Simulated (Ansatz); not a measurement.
**AlH3 (Fd-3m): converging the G0W0 gap**

How do accuracy and time trade against each other in G0W0 on AlH3 (Fd-3m)?

Calculated with Ansatz 0.2.0; G0W0 on LDA, plane waves, PAW.

Report form: the programs' logs are mostly left out.

## (1) The starting structure

Symmetry: Fd-3m, No. 227, cubic system. The conventional cell has a = 8.979 Å, b = 8.979 Å, c = 8.979 Å, α = 90.00°, β = 90.00°, γ = 90.00°. Nearest to Al lie 6 H at 1.71 Å. H has 2 Al at 1.71 Å nearest. Farther neighbours are not listed.

The cell and positions are those that the Materials Project relaxed with its own functionals (PBE, PBE+U or r2SCAN), kept fixed. The default PAW set here is soft_2. Its files were made with PBE.

## (2) 136 empty bands, screening to 48 eV

Now the one-shot GW correction: screening in the RPA, then the self-energy of the levels asked for.

input.yaml reads:

```yaml
crystal:
  lattice:
    - [0.0, 4.48935055, 4.48935055]
    - [4.48935055, 0.0, 4.48935055]
    - [4.48935055, 4.48935055, 0.0]
  atoms:
    - { symbol: Al, position: [0.625, 0.125, 0.125] }
    - { symbol: Al, position: [0.125, 0.625, 0.125] }
    - { symbol: Al, position: [0.125, 0.125, 0.625] }
    - { symbol: Al, position: [0.125, 0.125, 0.125] }
    - { symbol: H, position: [0.80509041, 0.80509041, 0.19490959] }
    - { symbol: H, position: [0.19490959, 0.19490959, 0.80509041] }
    - { symbol: H, position: [0.80509041, 0.19490959, 0.80509041] }
    - { symbol: H, position: [0.19490959, 0.80509041, 0.19490959] }
    - { symbol: H, position: [0.19490959, 0.80509041, 0.80509041] }
    - { symbol: H, position: [0.80509041, 0.19490959, 0.19490959] }
    - { symbol: H, position: [0.44490959, 0.44490959, 0.05509041] }
    - { symbol: H, position: [0.05509041, 0.05509041, 0.44490959] }
    - { symbol: H, position: [0.44490959, 0.05509041, 0.44490959] }
    - { symbol: H, position: [0.05509041, 0.44490959, 0.05509041] }
    - { symbol: H, position: [0.05509041, 0.44490959, 0.44490959] }
    - { symbol: H, position: [0.44490959, 0.05509041, 0.05509041] }
kpoints:
  mp_grid: { grid: [4, 4, 4] }
hamiltonian:
  xc: lda
scf:
  occupations: { method: fixed }
gw:
  n_empty_bands: 136
  ecut_chi: 48
  qp_bands: [v4, c4]
  qp_kpoints: band_edges
  screening: { model: contour_deformation }
```

The run is started by

```sh
$ ansatz run input.yaml --threads 3 --pin off --max-ram 92160MiB --backend cuda --events-out ev --progress --plain --runs-dir out --devices 1 --max-vram 13GiB
```

It took 11 s on 1 × NVIDIA H100 80GB HBM3 (shared by 6 runs) with 3 threads of AMD EPYC 7R13 (Zen 3), shared host; peak memory 1.1 GiB; 12 s of CPU time.

Numbers from this step:

```yaml
bands_summed: 148
rpa_eps_infinity_on_this_mesh_eigenvalues: 3.480, 3.480, 3.480
plane_waves_in_the_screening_matrix: 137
q_points_in_the_mesh: 64
g0w0_gap_on_the_mesh: 4.748 eV
k_of_the_valence_top: 0, 0, 0
k_of_the_conduction_bottom: 0, 0, 0
starting_gap_on_the_mesh: 2.848 eV
z_at_the_valence_top: 0.7830
z_at_the_conduction_bottom: 0.8222
least_direct_g0w0_gap_on_the_computed_points: 4.748 eV
```

The gap on the mesh goes from 2.85 eV to 4.75 eV, a correction of +1.90 eV, though a band edge has moved to another state.

## (3) 386 empty bands, screening to 96 eV

Bands and screening cutoff are moved together, since each hides the error of the other.

Edit input.yaml of step 2 so:

```diff
@@ -29,4 +29,4 @@
 gw:
-  n_empty_bands: 136
-  ecut_chi: 48
+  n_empty_bands: 386
+  ecut_chi: 96
   qp_bands: [v4, c4]
```

Elapsed: 15 s, on 1 × NVIDIA H100 80GB HBM3 (shared by 6 runs) with 3 threads; peak memory 1.5 GiB; 20 s of CPU time.

Numbers from this step:

* bands summed: 398
* RPA ε∞ on this mesh (eigenvalues): 3.436, 3.436, 3.436
* plane waves in the screening matrix: 387
* q-points in the mesh: 64
* G0W0 gap on the mesh: 5.054 eV
* k of the valence top: 0, 0, 0
* k of the conduction bottom: 0, 0, 0
* starting gap on the mesh: 2.848 eV
* Z at the valence top: 0.7733
* Z at the conduction bottom: 0.8223
* least direct G0W0 gap on the computed points: 5.054 eV

Against the run with 4×4×4 mesh, 136 empty bands, screening to 48 eV, the gap moves by +0.31 eV.

## (4) 831 empty bands, screening to 160 eV

Edit input.yaml of step 3 so:

```diff
@@ -29,4 +29,4 @@
 gw:
-  n_empty_bands: 386
-  ecut_chi: 96
+  n_empty_bands: 831
+  ecut_chi: 160.0
   qp_bands: [v4, c4]
```

Elapsed: 50 s, on 1 × NVIDIA H100 80GB HBM3 (shared by 6 runs) with 3 threads; peak memory 2.5 GiB; 66 s of CPU time.

This step gave:

```
bands summed                                 : 843
RPA ε∞ on this mesh (eigenvalues)            : 3.436, 3.436, 3.436
plane waves in the screening matrix          : 869
G0W0 gap on the mesh                         : 5.214 eV
k of the valence top                         : 0, 0, 0
k of the conduction bottom                   : 0, 0, 0
starting gap on the mesh                     : 2.848 eV
least direct G0W0 gap on the computed points : 5.214 eV
```

Against the run with 4×4×4 mesh, 386 empty bands, screening to 96 eV, the gap moves by +0.16 eV.

## (5) Changing the k mesh: 2×2×2 mesh, 386 empty bands, screening to 96 eV

Only the mesh changes. It samples the long-range screening, which converges on its own terms. Bands and cutoff differ from the step before, so it is read against an earlier run that matches them.

Edit input.yaml of step 4 so:

```diff
@@ -23,3 +23,3 @@
 kpoints:
-  mp_grid: { grid: [4, 4, 4] }
+  mp_grid: { grid: [2, 2, 2] }
 hamiltonian:
@@ -29,4 +29,4 @@
 gw:
-  n_empty_bands: 831
-  ecut_chi: 160.0
+  n_empty_bands: 386
+  ecut_chi: 96
   qp_bands: [v4, c4]
```

It took 8.4 s on 1 × NVIDIA H100 80GB HBM3 (shared by 6 runs) with 3 threads; peak memory 1.2 GiB; 7.1 s of CPU time.

Numbers from this step:

```
bands summed                                 : 398
RPA ε∞ on this mesh (eigenvalues)            : 3.659, 3.659, 3.659
plane waves in the screening matrix          : 387
G0W0 gap on the mesh                         : 5.008 eV
k of the valence top                         : 0, 0, 0
k of the conduction bottom                   : 0, 0, 0
starting gap on the mesh                     : 2.844 eV
least direct G0W0 gap on the computed points : 5.008 eV
```

Against the run with 4×4×4 mesh, 386 empty bands, screening to 96 eV, the gap moves by −0.05 eV.

## (6) Changing the frequency model: 4×4×4 mesh, 386 empty bands, screening to 96 eV, plasmon pole

A plasmon pole stands in for the full frequency dependence of the screening; this run shows what that costs in accuracy.

Edit input.yaml of step 5 so:

```diff
@@ -23,3 +23,3 @@
 kpoints:
-  mp_grid: { grid: [2, 2, 2] }
+  mp_grid: { grid: [4, 4, 4] }
 hamiltonian:
@@ -33,2 +33,2 @@
   qp_kpoints: band_edges
-  screening: { model: contour_deformation }
+  screening: { model: godby_needs }
```

Elapsed: 34 s, on 1 × NVIDIA H100 80GB HBM3 (shared by 6 runs) with 3 threads; peak memory 2.3 GiB; 49 s of CPU time.

Numbers from this step:

```
bands summed                                 : 398
plasmon-pole fit frequency                   : 13.52 eV
RPA ε∞ on this mesh (eigenvalues)            : 3.436, 3.436, 3.436
plane waves in the screening matrix          : 387
G0W0 gap on the mesh                         : 5.030 eV
k of the valence top                         : 0, 0, 0
k of the conduction bottom                   : 0, 0, 0
starting gap on the mesh                     : 2.848 eV
least direct G0W0 gap on the computed points : 5.030 eV
```

Against the run with 4×4×4 mesh, 386 empty bands, screening to 96 eV, the gap moves by −0.02 eV.

## (7) Changing the files: 4×4×4 mesh, 386 empty bands, screening to 96 eV, hard PAW files

Other atomic data (hard PAW) test the pseudisation: the cutoff goes from 420 to 900 eV and the valence electrons from 24 to 56, which opens shells that were frozen.

Edit input.yaml of step 6 so:

```diff
@@ -26,2 +26,3 @@
   xc: lda
+  pseudopotentials: { kind: paw, source: ansatz }
 scf:
@@ -33,2 +34,2 @@
   qp_kpoints: band_edges
-  screening: { model: godby_needs }
+  screening: { model: contour_deformation }
```

It took 39 s on 1 × NVIDIA H100 80GB HBM3 (shared by 6 runs) with 3 threads; peak memory 2.1 GiB; 55 s of CPU time.

Numbers from this step:

* bands summed: 414
* RPA ε∞ on this mesh (eigenvalues): 3.463, 3.463, 3.463
* plane waves in the screening matrix: 387
* G0W0 gap on the mesh: 5.025 eV
* k of the valence top: 0, 0, 0
* k of the conduction bottom: 0, 0, 0
* starting gap on the mesh: 2.833 eV
* least direct G0W0 gap on the computed points: 5.025 eV

Against the run with 4×4×4 mesh, 386 empty bands, screening to 96 eV, the gap moves by −0.03 eV.

## (8) Side by side

Times are wall times on 1 × NVIDIA H100 80GB HBM3 (shared by 6 runs) with 3 threads of AMD EPYC 7R13 (Zen 3), shared host, good to a factor of about two.

| mesh | files | frequency | bands summed | cutoff (eV) | start (eV) | G0W0 (eV) | time | host memory (GiB) |
| --- | --- | --- | --- | --- | --- | --- | --- | --- |
| 4×4×4 | default PAW | contour deformation | 148 | 48 | 2.848 | 4.748 | 11 s | 1.1 |
| 4×4×4 | default PAW | contour deformation | 398 | 96 | 2.848 | 5.054 | 15 s | 1.5 |
| 4×4×4 | default PAW | contour deformation | 843 | 160 | 2.848 | 5.214 | 50 s | 2.5 |
| 2×2×2 | default PAW | contour deformation | 398 | 96 | 2.844 | 5.008 | 8.4 s | 1.2 |
| 4×4×4 | default PAW | plasmon pole | 398 | 96 | 2.848 | 5.030 | 34 s | 2.3 |
| 4×4×4 | hard PAW | contour deformation | 414 | 96 | 2.833 | 5.025 | 39 s | 2.1 |

The parts of the quasiparticle energy at the two band edges (eV; QP = start + Σx + Σc − Vxc):

```csv
run,edge,start,Σx,Σc,Vxc,Z,QP
148 bands,valence top,-0.15,-15.54,2.36,-12.27,0.78,-1.05
148 bands,conduction bottom,2.92,-2.99,-3.31,-7.07,0.82,3.70
398 bands,valence top,-0.15,-15.54,1.97,-12.27,0.77,-1.45
398 bands,conduction bottom,2.92,-2.99,-3.39,-7.07,0.82,3.61
843 bands,valence top,-0.15,-15.54,1.78,-12.27,0.77,-1.64
843 bands,conduction bottom,2.92,-2.99,-3.43,-7.07,0.82,3.57
```

 Where G0W0 reorders the edges (148 bands, 398 bands and 843 bands), the two states listed lie further apart at the start than the starting gap.

## (9) Outcome

```json
{"148 bands, 48 eV": "4.748 eV", "398 bands, 96 eV": "5.054 eV", "843 bands, 160 eV": "5.214 eV", "estimated limit in bands and cutoff": "5.36 eV", "mesh and start": "4×4×4, LDA"}
```

A line in one over the bands through the two highest rungs gives 5.36 eV, +0.14 eV from the top rung; the pair below gives 5.23 eV, so the estimate is still climbing. The rungs stand 0.61 eV (148 bands), 0.30 eV (398 bands) and 0.14 eV (843 bands) from it. From 148 to 843 bands the gap moves by +0.47 eV while the time grows 4.7-fold. Σc changes by −0.59 eV at the valence top and −0.12 eV at the conduction bottom, so the valence edge carries most of the change. On the 2×2×2 mesh in place of 4×4×4 the gap differs by −0.05 eV, of which −0.004 eV is already in the start. The plasmon-pole model gives −0.02 eV against contour deformation, 1 % of the correction, and saved no time in this program. Hard PAW files move the gap by −0.03 eV at equal bands and cutoff, −0.01 eV of it in the start.

[Paths, hosts, dates, memory and timing lines, banners, echoed tables and standing remarks are left out of the program output.]

[Logs are printed without paths, hosts, clocks, repeated set-up lines and the standing remarks that a program may print on its own settings, such as how far it seeks lower states.]

[Runs of the session that timed out or met a known fault of the program may be left out.]

[Cells called generated may have been cut or substituted from an entry of the Crystallography Open Database or the Materials Project.]

[Hosts, paths, dates, database ids (printed as entryN), source tags and the programs' standing remarks are cut or masked in the printed files.]
